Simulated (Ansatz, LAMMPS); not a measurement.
# Convergence of a linear-scaling basis for amorphous cis-polybutadiene (as short chains C26H42) at 500 K (204 atoms), part 2 of 2

Aim: test how closely localised support functions follow the reference on amorphous cis-polybutadiene (as short chains C26H42) at 500 K (204 atoms), and at what cost. A setting counts as converged where the r.m.s. difference of forces stays under 1 % of the r.m.s. force.

Ansatz 0.2.0; Kohn-Sham DFT, PBE+D3(BJ), PAW (set soft_2), plane waves.

The cell: 78 C and 126 H. The network of contacts between molecules at the start is that of the classical potential that made the cell. The density was typed from a rule of thumb and may lie off the real one at this temperature. The Brillouin zone is sampled at Γ only, in a cell whose shortest periodic width is 13 Å.

So far. Step 3 (Plane-wave single point): Mean Löwdin charges: C -0.23, H +0.18 e (they miss 1.2 % of the electrons, so they add up to more than the cell's charge). The largest share in the top eV of filled states is C p (91 % of the projected weight), and in the lowest eV of empty states C p (72 % of the projected weight).

**4. Structure statistics**

These statistics describe the geometry on which the runs were made.

Density 0.81 g/cm³, 10.69 Å³ an atom.

g(r), total and by pair (bins of 0.2 Å):

```csv
r (Å),total,H-H,H-C,C-C
0.90,0.18,0.00,0.37,0.00
1.10,4.28,0.00,9.06,0.00
1.30,0.42,0.00,0.00,2.88
1.50,1.04,0.04,0.00,7.04
1.70,0.51,1.30,0.00,0.11
1.90,0.45,0.66,0.42,0.00
2.10,1.80,0.74,3.22,0.00
2.30,0.95,1.29,0.90,0.25
2.50,1.11,1.35,0.43,2.71
2.70,0.91,1.06,0.97,0.33
2.90,0.89,1.10,0.93,0.20
3.10,0.86,1.14,0.76,0.44
3.30,0.93,0.82,1.14,0.53
3.50,0.89,0.82,1.03,0.60
3.70,0.90,1.05,0.79,0.83
3.90,0.93,1.07,0.87,0.74
4.10,0.96,1.06,0.89,0.96
4.30,1.04,0.97,1.09,1.04
4.50,0.95,0.87,1.02,0.96
4.70,1.02,1.00,1.12,0.75
4.90,0.97,0.95,0.98,1.03
5.10,1.08,1.06,1.04,1.29
5.30,1.01,1.04,0.94,1.21
5.50,1.05,1.02,0.97,1.38
5.70,1.01,1.04,0.98,1.00
5.90,0.99,0.97,1.01,0.97
6.10,1.04,0.97,1.11,1.06
6.30,1.02,0.97,1.04,1.10
```

Bonds by pair of elements; cutoffs follow the first minimum of g(r), held within bounds set by covalent radii, and pairs that aren't listed don't count as bonded:

```csv
pair A-B,cutoff (Å),bonds,mean length (Å),spread (Å),shortest (Å),B about A,A about B
H-C,1.34,126,1.09,0.038,0.992,1,1.61
C-C,1.85,75,1.47,0.085,1.27,1.92,1.92
```

How many atoms have how many bonded neighbours:

```csv
element,mean,1,3,4
C,3.54,0,36,42
H,1,126,0,0
```

Bond angles, per cent of each kind in bins of 5°:

```csv
angle (°),C-C-H,C-C-C,H-C-H
90–95,0.9,0.0,0.0
95–100,1.7,0.0,9.3
100–105,13.2,2.8,16.7
105–110,27.4,15.3,37.0
110–115,31.2,20.8,25.9
115–120,15.0,12.5,5.6
120–125,9.4,22.2,5.6
125–130,1.3,16.7,0.0
130–135,0.0,9.7,0.0
```

Bond angles (no mean is given where the spread exceeds 20°):

```csv
angle,count,mean (°),spread (°)
C-C-H,234,112,6.5
C-C-C,72,119,8.2
H-C-H,54,108,6.1
```

Bond length by coordination (bonds to H left out):

```csv
element,coordination,atoms,mean bond length (Å)
C,3,36,1.42
C,4,42,1.52
```

Counting bonds as in the table, 54 % of C atoms have 4 and all H atoms have 1 bonded neighbour. The C-C-H angle averages 112° with a spread of 6°.

The surroundings of C143, which bears the longest force, nearest first, numbered as they follow in the input and with coordinates relative to it.

```csv
atom,x,y,z,distance (Å),bonds,Löwdin charge (e),Fx,Fy,Fz (eV/Å)
C143,0.00,0.00,0.00,0.00,3,-0.18,-1.51,-3.16,3.64
H174,0.35,0.60,-0.71,0.99,1,0.22,1.40,3.46,-2.59
C144,-0.21,-1.25,-0.48,1.36,3,-0.12,0.02,1.80,-0.97
C142,-0.04,0.35,1.50,1.54,4,-0.26,1.56,0.08,0.44
H175,-0.01,-1.31,-1.59,2.06,1,0.17,-0.42,-0.47,0.85
H172,-0.50,-0.47,2.06,2.18,1,0.16,-0.16,0.40,0.03
H173,1.02,0.45,1.89,2.19,1,0.18,-0.41,-0.98,-0.46
C145,-0.49,-2.41,0.36,2.49,4,-0.30,0.04,-2.35,-3.43
H176,-0.26,-2.14,1.29,2.51,1,0.21,0.10,0.98,4.28
H170,0.30,2.29,1.26,2.63,1,0.19,-0.55,0.78,-0.15
C141,-0.44,1.79,1.92,2.66,4,-0.28,-0.26,0.81,-1.42
H177,0.37,-3.04,0.16,3.07,1,0.18,0.01,-1.01,-0.35
H169,-2.18,2.14,0.63,3.12,1,0.20,-0.13,-0.05,-1.44
H30,2.35,1.92,-0.99,3.19,1,0.18,-0.59,-0.30,-1.13
H128,2.53,-1.68,-1.02,3.20,1,0.18,0.43,0.31,0.75
C140,-1.85,2.16,1.63,3.28,3,-0.15,0.01,-0.15,0.56
```

The column of bonds counts only the pairs H-C within 1.34 Å, C-C within 1.85 Å; other neighbours, such as metal atoms beside each other in a compound, aren't counted, and periodic images can show an atom twice.

**5. Support functions medium**

The cell is solved in localised support functions.

This step: Kohn-Sham DFT, PBE+D3(BJ), PAW (set soft_2), localised support functions (medium) (Ansatz 0.2.0).

File input.yaml:

```yaml
crystal:
  lattice:
    - [12.96832, 0.0, 0.0]
    - [0.0, 12.96832, 0.0]
    - [0.0, 0.0, 12.96832]
  atoms:
    [... the 204 atom lines of step 3 ...]
kpoints:
  mp_grid: { grid: [1, 1, 1] }
hamiltonian:
  xc: pbe
  dispersion: d3bj
scf:
  occupations: { method: fixed }
  eigensolver: { kind: { support_functions: { accuracy: medium } } }
  max_iter: 150
output:
  forces: true
  eigenvalues: true
```

The run is started by

```bash
ansatz run input.yaml --threads 8 --pin off --max-ram 15872MiB --backend cpu --events-out ev --progress --plain --runs-dir out
```

Numbers of over 12 decimals in the logs are rounded to 6 here.

Output:

```text
Warning: scf.eigensolver.kind.support_functions: disabling space-group detection — the functions' gradient is summed over unrotated k-points, so no spatial operation reduces the k-mesh or symmetrises the density; time reversal is kept, so that k and −k are solved as one point where they differ and the mesh holds both, and exact exchange and, on two spinor components, a DFT+U term hold to it where the run has them: [...]
settings of this run that can trade accuracy for cost: scf.eigensolver.kind.support_functions [...]
[...]
Crystal: 204 atoms, lattice volume = 2180.977 Å³
Basis set: ecut = 420 eV, 42691 PW (Γ), exchange–correlation on 180×180×180 points (8 copies of the dense FFT grid, shifted against one another)
Bands: 263, of which v1, the nominal top of the filled ones, is band 219 counted from 1 (218 counted from 0)
Symmetry: 1 space group operations
k-points: 1
[...]
SCF iter   1: F=—  HF=-21652.540692 eV  |F-HF|=—  |Δ(HF+E_count)|=         —  Δρ=1.12e-1  dr2=3.26e2  ethr=1.00e-1
[...]
SCF iter  13: F=-21585.234731 eV  HF=-21585.234732 eV  |F-HF|=3.40e-7  |Δ(HF+E_count)|=   3.38e-7  Δρ=3.74e-6  dr2=1.12e-6  ethr=1.26e-9
SCF 1 converged in 13 iterations: F = -21585.243392 eV  dr2 = 1.12e-6
[...]
SCF converged after 13 iterations
Stability not checked: this state was not tested for a lower state beside it, because the mixer in use, unlike msr1, does not test its closes by its own steps (another_mixer; see scf.mixing.algorithm and scf.lower_state_search)
Free energy (F): -21585.243392 eV
[...]
Internal energy: -21585.243392 eV  (E = F + TS)
E sigma→0 (E₀):  -21585.243392 eV
Fermi energy:    -0.904216 eV
[...]
--- Forces (eV/Å), atoms counted from 1 ---
  atom   1  C      1.17402484     0.92632529    -1.32145632
  atom   2  C     -0.62962813     0.55442667    -0.08827631
  atom   3  C     -1.88261419     3.68539386    -0.57459511
  atom   4  C      1.03581168    -2.06372424     0.36417085
  atom   5  C      1.34123755    -1.09019907    -0.98700956
  atom   6  C     -1.07631697    -0.97364409     0.26881026
  atom   7  C      0.68845759     0.73418693     0.69422684
  atom   8  C     -0.30655717     0.28461981    -0.45396381
  atom   9  C      0.26658033     2.26723080    -0.49733691
  atom  10  C      1.27213980    -3.87511434    -0.96420479
  atom  11  C     -0.14874737     1.73464804    -0.43892464
  atom  12  C     -0.85137007     0.09964926    -0.77145493
  atom  13  C      3.41212705    -2.26213898    -1.67763338
  atom  14  C     -0.81938423    -0.00674202     2.10991029
[...]
atom 203  H     -0.70220620    -0.71096701     0.31885205
  atom 204  H      0.18914636    -0.01577433     0.45843063
  max |Σ_I F_I| component: 1.63e-2 eV/Å
--- Band table (eV) ---
[...]
```

Run time: 48 s. Hardware: 8 threads of Arm Neoverse V1, shared host; peak memory 3.5 GiB; 6.2 min of CPU time.

The program notes that the band table was not solved further than the SCF left it and it switched symmetry off.

Keys that differ from the reference: support_functions.accuracy = "medium" and scf.max_iter = 150.

Forces differ from the reference by 5.6 meV/Å r.m.s., 0.48 % of their size, within a tolerance of 1 %; the energy by -3.4 meV/atom. It took 48 s and 13 cycles; the reference's time can't be set against it, since the two runs asked for unlike analyses.

**6. What each setting buys**

Each row is set against the plane-wave reference (Kohn-Sham DFT, PBE+D3(BJ), PAW (set soft_2), plane waves; r.m.s. force component 1.16 eV/Å). Energies are set beside the reference only for runs with its functional, potentials and electron count. Times are for 8 threads of Arm Neoverse V1, shared host. The reference's time includes the DOS, the stress and grids, which some other runs skip.

```csv
run,"Δ force, r.m.s. (meV/Å)",share of r.m.s. force (%),Δ energy (meV/atom),Δ gap (eV),cycles,time,host memory (GiB)
reference,-,-,-,-,10,23 s,2.7
support functions medium,5.62,0.484,-3.37,-6.0e-4,13,48 s,3.5
```

**7. Results**

| Property | Result |
| --- | --- |
| free energy per atom | -105.8067 eV/atom |
| pressure | 2.648 GPa |
| r.m.s. force component | 1.162 eV/Å |
| gap (highest filled to lowest empty level) | 3.88 eV |
| wall time of the 2 DFT runs | 71 s |

In words: Against plane waves at 420 eV, the forces differ by 5.6 meV/Å (0.48 %) with support functions medium. At 204 atoms the run with support functions medium takes roughly 2.1 times the time of plane waves (whose run also made extra analyses, so the like-for-like ratio is larger), in 13 SCF cycles against 10. Differences between support functions and plane waves include what basis error the plane-wave run still has.

The highest filled and lowest empty levels differ by 3.88 eV (at Γ alone); a semilocal functional tends to put such gaps too low. In a disordered cell it changes from sample to sample, and tail or defect levels can set it. Counting bonds as in the table, 54 % of C atoms have 4 and all H atoms have 1 bonded neighbour.

What to keep in mind: The force components of 1.2 eV/Å r.m.s. come partly from thermal motion and partly from the difference between the classical potential and DFT, above all in bond lengths inside molecules. The pressure of 2.6 GPa is that of one thermal frame, in which the classical model's bond lengths enter as well as the volume, without the kinetic term and with the strain of bonds inside molecules.

[Logs are printed without paths, hosts, clocks, repeated set-up lines and the standing remarks that a program may print on its own settings, such as how far it seeks lower states.]

[Hosts, paths, dates, database ids (printed as entryN), source tags and the programs' standing remarks are cut or masked in the printed files.]
